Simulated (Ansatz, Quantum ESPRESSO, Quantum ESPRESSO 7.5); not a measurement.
**Work-function anisotropy of Sr**

Aim: the work function of the low-index faces of Sr, their order, and how far the functional matters.

Method: plane-wave DFT, PBE, GBRV ultrasoft pseudopotentials (geometry and cross-check by Ansatz 0.2.0 with PAW datasets; geometry under PBE), in Quantum ESPRESSO 7.5.

**What experiment says.**

“Anisotropic work function of elemental crystals” (2019, arxiv:1902.07811) quotes from earlier work for Sr (polycrystalline sample, no single face): work function, loosely compared (polycrystalline sample, no single face) 2.59 eV.

## 1. The starting structure

The cell holds 5 atoms: 5 Sr. Cell: a = 4.299 Å, b = 4.299 Å, c = 30.041 Å, α = 90.0°, β = 90.0°, γ = 60.0°. It derives from Sr. Vacuum lies along c.

## 2. Geometry from Ansatz of (111)

The geometry comes first, from a plane-wave PAW code, so that the later runs on this slab share one structure.

input.yaml reads:

```yaml
crystal:
  lattice:
    - [4.2992092296, 0.0, 0.0]
    - [2.1496046148, 3.723224409, 0.0]
    - [0.0, 0.0, 30.0411585467]
  atoms:
    - { symbol: Sr, position: [0.6666666667, 0.6666666667, 0.2663013142] }
    - { symbol: Sr, position: [0.0, 0.0, 0.3831506571] }
    - { symbol: Sr, position: [0.3333333333, 0.3333333333, 0.5] }
    - { symbol: Sr, position: [0.6666666667, 0.6666666667, 0.6168493429] }
    - { symbol: Sr, position: [0.0, 0.0, 0.7336986858] }
kpoints:
  mp_grid: { grid: [6, 6, 1] }
hamiltonian:
  xc: pbe
scf:
  occupations: { method: fermi_dirac, width: 0.1 }
  convergence: { dr2_threshold: 1.0e-08 }
efield:
  axis: 3
  dipole_correction: true
  ramp_position: 0.97
  ramp_width: 0.04
relax:
  f_tol: 0.01
  constraints: [{ sites: [2] }]
output:
  write_potential: true
  write_density: true
  volumetric_format: npy
```

Run with:

```
$ ansatz run input.yaml --threads 4 --pin off --max-ram 8192MiB --backend cpu --events-out ev --progress --plain --runs-dir out
```

Numbers of over 12 decimals in the logs are rounded to 6 here.

The program printed:

```text
Engine: ansatz 0.2.0, aarch64-unknown-linux-gnu
Pseudopotentials: kind: paw
Pseudopotential: Sr, paw, valence charge 10, recommended cutoff 420 eV (normal), Sr.paw.azcp
Functional definition: PBE
  parameter kappa = 0.804
  parameter beta = 0.066725
  exchange = pbe_x(kappa = kappa, mu = beta*pi^2/3)
  correlation = pbe_c(beta = beta)
Crystal: 5 atoms, lattice volume = 480.866 Å³
Basis set: ecut = 420 eV, 9323 PW (Γ), exchange–correlation on 60×60×432 points (8 copies of the dense FFT grid, shifted against one another)
Bands: 30, of which v1, the nominal top of the filled ones, is band 25 counted from 1 (24 counted from 0)
Symmetry: 6 space group operations
k-points: 7 of 36 (time reversal used)
Non-local potential: Sr, projectors of the file, l = 0: 3, l = 1: 2, l = 2: 2
PAW form: soft (Blöchl's): semilocal exchange-correlation on the pseudo side does not see the compensation charge
PAW one-centre angular grid: Sr, 110 points (default); XC on 64 Gauss nodes
Initial density: superposition of atomic densities (neutral atoms: chi_scale 0, normalization atom), corrected by the library's trained network
Initial wavefunctions: pseudopotential atomic-orbital guess
Functional: x = pbe(κ = 0.804, μ = 0.219515), c = pbe(β = 0.066725)
SCF iter   1: F=—  HF=-17720.567482 eV  |F-HF|=—  |Δ(HF+E_count)|=         —  Δρ=2.70e-3  dr2=2.35e0  ethr=1.77e-3  p=0.002 e·Å  D=6.63e-4 V/Å  ΔV_dip=-0.02 eV  dr2_dipole=4.86e-3  V_vac-E_F(+/−)=2.58/2.60 eV  ⟨swp⟩=15.1  Hψ=2945  notcnv=0
efield: sawtooth ramp at fractional position 0.9700 (set: `efield.ramp_position`, or a place that a band, a saddle search or an elastic batch's reference lends), width 0.0400; the density the first Hamiltonian is built on has a dipole p = 0.002 e·Å; the dipole correction subtracts the counter field D = 6.63e-4 V/Å, which shifts the + side's vacuum level by -0.02 eV against the − side's; the planar-averaged density in the ramp window peaks in size at 3.7e-5 e/Å³
automatic band count: the SCF goes on with 35 bands, as 30 were too few: the levels above may hold too much charge
preconditioner: auto → LDOS  [metal: Δε(μ)=0.054 eV  Ē_g=2.212 eV  σ=0.100 eV  W_gap=0.13  n_scr=58 (ndim 8)  ℏωp=5.4 eV  f_vac=0.361  D(μ)=7.99/eV (n_scr^D=34)  β→1.0]
SCF iter   2: F=—  HF=-17720.506120 eV  |F-HF|=—  |Δ(HF+E_count)|=   6.14e-2  Δρ=8.34e-4  dr2=1.41e-2  ethr=1.77e-3  p=0.001 e·Å  D=2.32e-4 V/Å  ΔV_dip=-0.01 eV  dr2_dipole=6.86e-5  V_vac-E_F(+/−)=2.71/2.71 eV  ⟨swp⟩=1.9  Hψ=312  notcnv=0
SCF iter   3: F=—  HF=-17720.507300 eV  |F-HF|=—  |Δ(HF+E_count)|=   1.18e-3  Δρ=3.88e-4  dr2=4.75e-3  ethr=2.82e-5  p=0.000 e·Å  D=7.91e-5 V/Å  ΔV_dip=-0.00 eV  dr2_dipole=2.13e-6  V_vac-E_F(+/−)=2.71/2.71 eV  ⟨swp⟩=2.4  Hψ=426  notcnv=0
SCF iter   4: F=—  HF=-17720.507246 eV  |F-HF|=—  |Δ(HF+E_count)|=   5.42e-5  Δρ=9.97e-5  dr2=3.63e-4  ethr=9.50e-6  p=0.000 e·Å  D=4.75e-5 V/Å  ΔV_dip=-0.00 eV  dr2_dipole=1.19e-6  V_vac-E_F(+/−)=2.71/2.71 eV  ⟨swp⟩=1.1  Hψ=266  notcnv=0
SCF iter   5: F=—  HF=-17720.507251 eV  |F-HF|=—  |Δ(HF+E_count)|=   5.54e-6  Δρ=3.22e-5  dr2=1.04e-5  ethr=7.25e-7  p=0.000 e·Å  D=2.60e-5 V/Å  ΔV_dip=-0.00 eV  dr2_dipole=7.60e-8  V_vac-E_F(+/−)=2.71/2.71 eV  ⟨swp⟩=2.1  Hψ=320  notcnv=0
SCF iter   6: F=—  HF=-17720.507235 eV  |F-HF|=—  |Δ(HF+E_count)|=   1.64e-5  Δρ=1.37e-5  dr2=2.35e-6  ethr=2.08e-8  p=0.000 e·Å  D=1.49e-5 V/Å  ΔV_dip=-0.00 eV  dr2_dipole=3.83e-10  V_vac-E_F(+/−)=2.71/2.71 eV  ⟨swp⟩=2.6  Hψ=423  notcnv=0
SCF iter   7: F=—  HF=-17720.506948 eV  |F-HF|=—  |Δ(HF+E_count)|=   2.87e-4  Δρ=2.72e-6  dr2=8.13e-8  ethr=4.71e-9  p=0.000 e·Å  D=1.17e-5 V/Å  ΔV_dip=-0.00 eV  dr2_dipole=1.19e-10  V_vac-E_F(+/−)=2.71/2.71 eV  ⟨swp⟩=2.0  Hψ=371  notcnv=0
SCF iter   8: F=-17720.506948 eV  HF=-17720.506948 eV  |F-HF|=1.92e-9  |Δ(HF+E_count)|=   1.69e-8  Δρ=8.54e-7  dr2=7.84e-9  ethr=2.00e-11  p=0.000 e·Å  D=1.03e-5 V/Å  ΔV_dip=-0.00 eV  dr2_dipole=9.91e-11  V_vac-E_F(+/−)=2.71/2.71 eV  ⟨swp⟩=11.0  Hψ=1838  notcnv=0
SCF 1 converged in 8 iterations: F = -17720.506948 eV  dr2 = 7.84e-9
  greatest PAW one-centre occupation: 0.988 electrons in one spin orbital (limit 2), on the Sr atom at site 4 (counted from 0), in its partial waves of l = 0
relax step   1: F+E_penalty+E_count = -17720.50694756 eV  Δ(F+E_penalty+E_count) = +0.000e0 eV  max|allowed force component| = 6.817e-2 eV/Å  Δτ_max = 0.0000 Å  (8 SCF iters, accepted)
Bands: 35, of which v1, the nominal top of the filled ones, is band 25 counted from 1 (24 counted from 0)
Initial density: handed on by an earlier stage of this run
Initial wavefunctions: those handed on with the density
iter 1 solved again at ethr=8.68e-5 eV; its pass at ethr=3.10e-3 eV (dr2=4.34e-2 eV) is discarded
SCF iter   1: F=—  HF=-17720.512984 eV  |F-HF|=—  |Δ(HF+E_count)|=         —  Δρ=5.12e-4  dr2=2.35e-2  ethr=8.68e-5  p=0.000 e·Å  D=1.03e-5 V/Å  ΔV_dip=-0.00 eV  dr2_dipole=9.12e-12  V_vac-E_F(+/−)=2.72/2.72 eV  ⟨swp⟩=2.0  Hψ=816  notcnv=0
efield: sawtooth ramp at fractional position 0.9700 (set: `efield.ramp_position`, or a place that a band, a saddle search or an elastic batch's reference lends), width 0.0400; the density the first Hamiltonian is built on has a dipole p = 0.000 e·Å; the dipole correction subtracts the counter field D = 1.03e-5 V/Å, which shifts the + side's vacuum level by -0.00 eV against the − side's; the planar-averaged density in the ramp window peaks in size at 6.8e-6 e/Å³
preconditioner: auto → LDOS  [metal: Δε(μ)=0.028 eV  Ē_g=2.177 eV  σ=0.100 eV  W_gap=0.07  n_scr=58 (ndim 8)  ℏωp=5.4 eV  f_vac=0.367  D(μ)=7.58/eV (n_scr^D=22)  β→1.0]
SCF iter   2: F=—  HF=-17720.511876 eV  |F-HF|=—  |Δ(HF+E_count)|=   1.11e-3  Δρ=1.63e-4  dr2=7.43e-4  ethr=4.70e-5  p=0.000 e·Å  D=1.14e-5 V/Å  ΔV_dip=-0.00 eV  dr2_dipole=3.60e-8  V_vac-E_F(+/−)=2.69/2.69 eV  ⟨swp⟩=1.4  Hψ=253  notcnv=0
SCF iter   3: F=—  HF=-17720.511952 eV  |F-HF|=—  |Δ(HF+E_count)|=   7.68e-5  Δρ=6.23e-5  dr2=6.11e-5  ethr=1.49e-6  p=0.000 e·Å  D=8.74e-6 V/Å  ΔV_dip=-0.00 eV  dr2_dipole=5.32e-8  V_vac-E_F(+/−)=2.70/2.70 eV  ⟨swp⟩=2.0  Hψ=395  notcnv=0
SCF iter   4: F=—  HF=-17720.511944 eV  |F-HF|=—  |Δ(HF+E_count)|=   8.02e-6  Δρ=2.42e-5  dr2=9.27e-6  ethr=1.22e-7  p=0.000 e·Å  D=9.31e-6 V/Å  ΔV_dip=-0.00 eV  dr2_dipole=7.96e-11  V_vac-E_F(+/−)=2.70/2.70 eV  ⟨swp⟩=2.0  Hψ=419  notcnv=0
SCF iter   5: F=—  HF=-17720.511651 eV  |F-HF|=—  |Δ(HF+E_count)|=   2.93e-4  Δρ=5.31e-6  dr2=3.73e-7  ethr=1.85e-8  p=0.000 e·Å  D=8.63e-6 V/Å  ΔV_dip=-0.00 eV  dr2_dipole=1.18e-9  V_vac-E_F(+/−)=2.70/2.70 eV  ⟨swp⟩=2.0  Hψ=400  notcnv=0
[...]
preconditioner: auto → LDOS  [metal: Δε(μ)=0.024 eV  Ē_g=2.184 eV  σ=0.100 eV  W_gap=0.06  n_scr=58 (ndim 8)  ℏωp=5.4 eV  f_vac=0.374  D(μ)=7.42/eV (n_scr^D=14)  β→1.0]
SCF iter   2: F=—  HF=-17720.515134 eV  |F-HF|=—  |Δ(HF+E_count)|=   1.13e-3  Δρ=2.01e-4  dr2=1.25e-3  ethr=6.57e-5  p=0.000 e·Å  D=6.59e-6 V/Å  ΔV_dip=-0.00 eV  dr2_dipole=8.80e-8  V_vac-E_F(+/−)=2.66/2.66 eV  ⟨swp⟩=2.0  Hψ=310  notcnv=0
SCF iter   3: F=—  HF=-17720.515284 eV  |F-HF|=—  |Δ(HF+E_count)|=   1.50e-4  Δρ=8.95e-5  dr2=1.29e-4  ethr=2.50e-6  p=0.000 e·Å  D=4.63e-6 V/Å  ΔV_dip=-0.00 eV  dr2_dipole=1.41e-8  V_vac-E_F(+/−)=2.68/2.68 eV  ⟨swp⟩=2.6  Hψ=393  notcnv=0
SCF iter   4: F=—  HF=-17720.515288 eV  |F-HF|=—  |Δ(HF+E_count)|=   4.25e-6  Δρ=3.24e-5  dr2=1.71e-5  ethr=2.59e-7  p=0.000 e·Å  D=5.99e-6 V/Å  ΔV_dip=-0.00 eV  dr2_dipole=1.29e-9  V_vac-E_F(+/−)=2.68/2.68 eV  ⟨swp⟩=2.0  Hψ=395  notcnv=0
SCF iter   5: F=—  HF=-17720.515258 eV  |F-HF|=—  |Δ(HF+E_count)|=   3.03e-5  Δρ=6.76e-6  dr2=9.36e-7  ethr=3.42e-8  p=0.000 e·Å  D=7.68e-6 V/Å  ΔV_dip=-0.00 eV  dr2_dipole=4.05e-10  V_vac-E_F(+/−)=2.68/2.68 eV  ⟨swp⟩=2.0  Hψ=419  notcnv=0
SCF iter   6: F=—  HF=-17720.514958 eV  |F-HF|=—  |Δ(HF+E_count)|=   3.00e-4  Δρ=1.50e-6  dr2=4.19e-8  ethr=1.87e-9  p=0.000 e·Å  D=7.80e-6 V/Å  ΔV_dip=-0.00 eV  dr2_dipole=7.31e-11  V_vac-E_F(+/−)=2.69/2.69 eV  ⟨swp⟩=2.0  Hψ=299  notcnv=0
SCF iter   7: F=-17720.514958 eV  HF=-17720.514958 eV  |F-HF|=2.66e-9  |Δ(HF+E_count)|=   2.42e-8  Δρ=3.91e-7  dr2=2.20e-9  ethr=2.00e-11  p=0.000 e·Å  D=7.64e-6 V/Å  ΔV_dip=-0.00 eV  dr2_dipole=1.75e-11  V_vac-E_F(+/−)=2.69/2.69 eV  ⟨swp⟩=10.9  Hψ=1808  notcnv=0
SCF 3 converged in 7 iterations: F = -17720.514958 eV  dr2 = 2.20e-9
relax step   3: F+E_penalty+E_count = -17720.51495800 eV  Δ(F+E_penalty+E_count) = -3.307e-3 eV  max|allowed force component| = 1.278e-2 eV/Å  Δτ_max = 0.0628 Å  (7 SCF iters, accepted)
SCF iter   1: F=—  HF=-17720.515754 eV  |F-HF|=—  |Δ(HF+E_count)|=         —  Δρ=3.84e-4  dr2=2.63e-2  ethr=2.34e-4  p=0.000 e·Å  D=7.65e-6 V/Å  ΔV_dip=-0.00 eV  dr2_dipole=4.46e-8  V_vac-E_F(+/−)=2.69/2.69 eV  ⟨swp⟩=5.0  Hψ=609  notcnv=0
efield: sawtooth ramp at fractional position 0.9700 (set: `efield.ramp_position`, or a place that a band, a saddle search or an elastic batch's reference lends), width 0.0400; the density the first Hamiltonian is built on has a dipole p = 0.000 e·Å; the dipole correction subtracts the counter field D = 7.65e-6 V/Å, which shifts the + side's vacuum level by -0.00 eV against the − side's; the planar-averaged density in the ramp window peaks in size at 5.4e-6 e/Å³
preconditioner: auto → LDOS  [metal: Δε(μ)=0.028 eV  Ē_g=2.185 eV  σ=0.100 eV  W_gap=0.07  n_scr=58 (ndim 8)  ℏωp=5.4 eV  f_vac=0.375  D(μ)=7.34/eV (n_scr^D=14)  β→1.0]
SCF iter   2: F=—  HF=-17720.515565 eV  |F-HF|=—  |Δ(HF+E_count)|=   1.89e-4  Δρ=1.47e-4  dr2=3.28e-3  ethr=5.26e-5  p=0.000 e·Å  D=4.83e-6 V/Å  ΔV_dip=-0.00 eV  dr2_dipole=4.97e-8  V_vac-E_F(+/−)=2.66/2.66 eV  ⟨swp⟩=1.3  Hψ=304  notcnv=0
SCF iter   3: F=—  HF=-17720.515576 eV  |F-HF|=—  |Δ(HF+E_count)|=   1.16e-5  Δρ=4.40e-5  dr2=4.27e-5  ethr=6.56e-6  p=0.000 e·Å  D=7.39e-6 V/Å  ΔV_dip=-0.00 eV  dr2_dipole=1.79e-8  V_vac-E_F(+/−)=2.67/2.67 eV  ⟨swp⟩=1.3  Hψ=247  notcnv=0
SCF iter   4: F=—  HF=-17720.515596 eV  |F-HF|=—  |Δ(HF+E_count)|=   1.97e-5  Δρ=2.08e-5  dr2=5.91e-6  ethr=8.54e-8  p=0.000 e·Å  D=7.27e-6 V/Å  ΔV_dip=-0.00 eV  dr2_dipole=7.58e-11  V_vac-E_F(+/−)=2.68/2.68 eV  ⟨swp⟩=2.9  Hψ=310  notcnv=0
SCF iter   5: F=—  HF=-17720.515288 eV  |F-HF|=—  |Δ(HF+E_count)|=   3.08e-4  Δρ=6.41e-6  dr2=1.88e-6  ethr=1.18e-8  p=0.000 e·Å  D=7.24e-6 V/Å  ΔV_dip=-0.00 eV  dr2_dipole=5.60e-10  V_vac-E_F(+/−)=2.68/2.68 eV  ⟨swp⟩=2.0  Hψ=396  notcnv=0
SCF iter   6: F=—  HF=-17720.515288 eV  |F-HF|=—  |Δ(HF+E_count)|=   1.65e-8  Δρ=1.73e-6  dr2=5.11e-8  ethr=3.76e-9  p=0.000 e·Å  D=7.50e-6 V/Å  ΔV_dip=-0.00 eV  dr2_dipole=1.91e-10  V_vac-E_F(+/−)=2.68/2.68 eV  ⟨swp⟩=1.3  Hψ=249  notcnv=0
SCF iter   7: F=-17720.515288 eV  HF=-17720.515288 eV  |F-HF|=3.07e-9  |Δ(HF+E_count)|=   4.27e-9  Δρ=5.77e-7  dr2=9.19e-9  ethr=2.00e-11  p=0.000 e·Å  D=7.41e-6 V/Å  ΔV_dip=-0.00 eV  dr2_dipole=1.07e-13  V_vac-E_F(+/−)=2.68/2.68 eV  ⟨swp⟩=11.0  Hψ=1786  notcnv=0
SCF 4 converged in 7 iterations: F = -17720.515288 eV  dr2 = 9.19e-9
relax step   4: F+E_penalty+E_count = -17720.51528805 eV  Δ(F+E_penalty+E_count) = -3.300e-4 eV  max|allowed force component| = 1.982e-3 eV/Å  Δτ_max = 0.0348 Å  (7 SCF iters, accepted)
NSCF: frozen V_eff on 7 k-points
the band table was solved once a step of the walk had ended and its energy, with any forces and stress, was formed, with the checks that follow a solve (1365 applications of the Hamiltonian). They found nothing against the state; the energy, forces and stress were not computed again (output.eigenvalues in the input reference)
WARN: The output density's exchange-correlation potential varies sharply where the density is thin. Do not read a vacuum level from v_tot or v_xc, or from such a field of the output density. On a cell that repeats whose density bears no net charge and no dipole along the vacuum's axis use v_es (v_loc + v_h of the components); under efield.dipole_correction with no amplitude use v_es + v_field, which holds any externa [...]
SCF converged after 7 iterations
Free energy (F): -17720.515288 eV
Harris-Foulkes:  -17720.515288 eV  (|F-HF|=3.07e-9)
Internal energy: -17720.270575 eV  (E = F + TS)
E sigma→0 (E₀):  -17720.392932 eV
Entropy (-TS):   -0.244713 eV (-48.943 meV/atom)
Fermi energy:    1.842646 eV
Dipole field:    D = 0.000008 V/Å  (p = 0.000020 e·Å, saw-weighted, corrected)
Work function:   Φ+ = 2.6785 eV   Φ− = 2.6789 eV
Levels:          The Fermi level and band energies are counted from a zero that moves with the ramp; work functions are not
--- Per-component energies (eV) ---
  E_band       = -847.268775
  E_kinetic    = 1205.863466
  E_local      = -17284.839610  (includes V_loc(G=0)·N_el)
  E_nonlocal   = 1014.491000
  E_hartree    = 7607.794096
  E_xc         = -855.074505
  E_vxc        = -794.813437  (∫ρ·V_xc dr)
  E_paw        = -13473.597612  (= ΣΔE_a)
  E_vpaw       = -203.569840  (= ΣTr[D̂ρ^β])
  E_aug_tail   = -0.000006  (compensation charges beyond the density's cutoff)
  E_efield     = 0.000000  (sawtooth field / dipole correction)
  E_vefield    = -0.000116  (∫n·V_field dr)
  E_ewald      = 4065.092596
  E_smearing   = -0.244713  (= −TS)
  E_closure    = 0.000000  (closes the sum)
  Σ components = -17720.515288   (vs F -17720.515288, Δ=0.00e0)
--- Forces (eV/Å), atoms counted from 1 ---
  atom   1  Sr     0.00000000     0.00000000    -0.00041919
  atom   2  Sr     0.00000000    -0.00000000    -0.00198154
  atom   3  Sr    -0.00000000     0.00000000    -0.00000342
  atom   4  Sr     0.00000000     0.00000000     0.00198089
  atom   5  Sr     0.00000000    -0.00000000     0.00042271
  max |Σ_I F_I| component: 5.60e-7 eV/Å
--- Band table (eV; the first three rows and the last of 7) ---
  k-point 0: bands = [... 21 lower, -1.3743, -0.8491, -0.1812, 0.4566, 1.9645, 2.1685, 2.5302, 3.0133, ... 6 higher]
  k-point 1: bands = [... 21 lower, -1.0026, -0.4883, 0.1726, 0.8214, 1.9837, 2.2791, 2.6073, 2.9793, ... 6 higher]
  k-point 2: bands = [... 21 lower, -0.0314, 0.4161, 0.9957, 1.5920, 2.0072, 2.3154, 2.4522, 2.5400, ... 6 higher]
  k-point 6: bands = [... 21 lower, 1.6721, 1.6811, 1.8047, 1.8516, 1.8516, 2.0060, 2.1821, 2.1821, ... 6 higher]
--- Relaxed structure (4 steps of the walk, 4 accepted, 0 SCFs on fresh bases) ---
  F+E_penalty+E_count = -17720.51528805 eV   max|allowed force component| = 1.982e-3 eV/Å
  atoms:
    - { symbol: Sr, position: [0.666667, 0.666667, 0.271202] }
    - { symbol: Sr, position: [0, 0, 0.384531] }
    - { symbol: Sr, position: [0.333333, 0.333333, 0.500000] }
    - { symbol: Sr, position: [0.666667, 0.666667, 0.615469] }
    - { symbol: Sr, position: [0, 0, 0.728798] }
```

Elapsed: 12 s, on 4 threads of Arm Neoverse V1, shared host; peak memory 0.7 GiB; 47 s of CPU time.

The steps of the relaxation:

```tsv
step	energy less that of the first step (eV)	largest force component (eV/Å)
1	0.0000	0.0682
2	-0.0047	0.0463
3	-0.0080	0.0128
4	-0.0083	0.0020
```

The atoms that moved most (Å):

```tsv
atom	dx	dy	dz	length
Sr5	0.000	0.000	-0.147	0.147
Sr1	0.000	0.000	0.147	0.147
Sr4	0.000	0.000	-0.041	0.041
Sr2	0.000	0.000	0.041	0.041
```

Final coordinates:

```xyz
5
Lattice="4.2992 0.0000 0.0000 2.1496 3.7232 0.0000 0.0000 0.0000 30.0412" Properties=species:S:1:pos:R:3
Sr    4.2992    2.4821    8.1472
Sr    0.0000    0.0000   11.5518
Sr    2.1496    1.2411   15.0206
Sr    4.2992    2.4821   18.4894
Sr    0.0000    0.0000   21.8939
```

The relaxation lowers the energy by 2 meV an atom. Held were the atoms numbered 3; the forces quoted are those on the free ones.

Read from the output:

| Quantity | Value |
| --- | --- |
| free energy | -17720.5153 eV |
| energy at zero smearing | -17720.3929 eV |
| smearing term TS | 0.2447 eV |
| Fermi energy | 1.843 eV |
| gap by band count | 7.20e-7 eV |
| symmetry operations | 6 |
| work function of the upper face | 2.679 eV |
| work function of the lower face | 2.679 eV |
| dipole along the normal | 2.05e-5 e·Å |

(Part 1 of 6 ends here.)

[Logs are printed without paths, hosts, clocks, repeated set-up lines and the standing remarks that a program may print on its own settings, such as how far it seeks lower states.]

[Hosts, paths, dates, database ids (printed as entryN), source tags and the programs' standing remarks are cut or masked in the printed files.]

[Maps of the electrostatic potential energy from Ansatz leave out the sawtooth potential of an applied field or a dipole correction, so their vacuum need not be flat; planar profiles and work functions include it.]
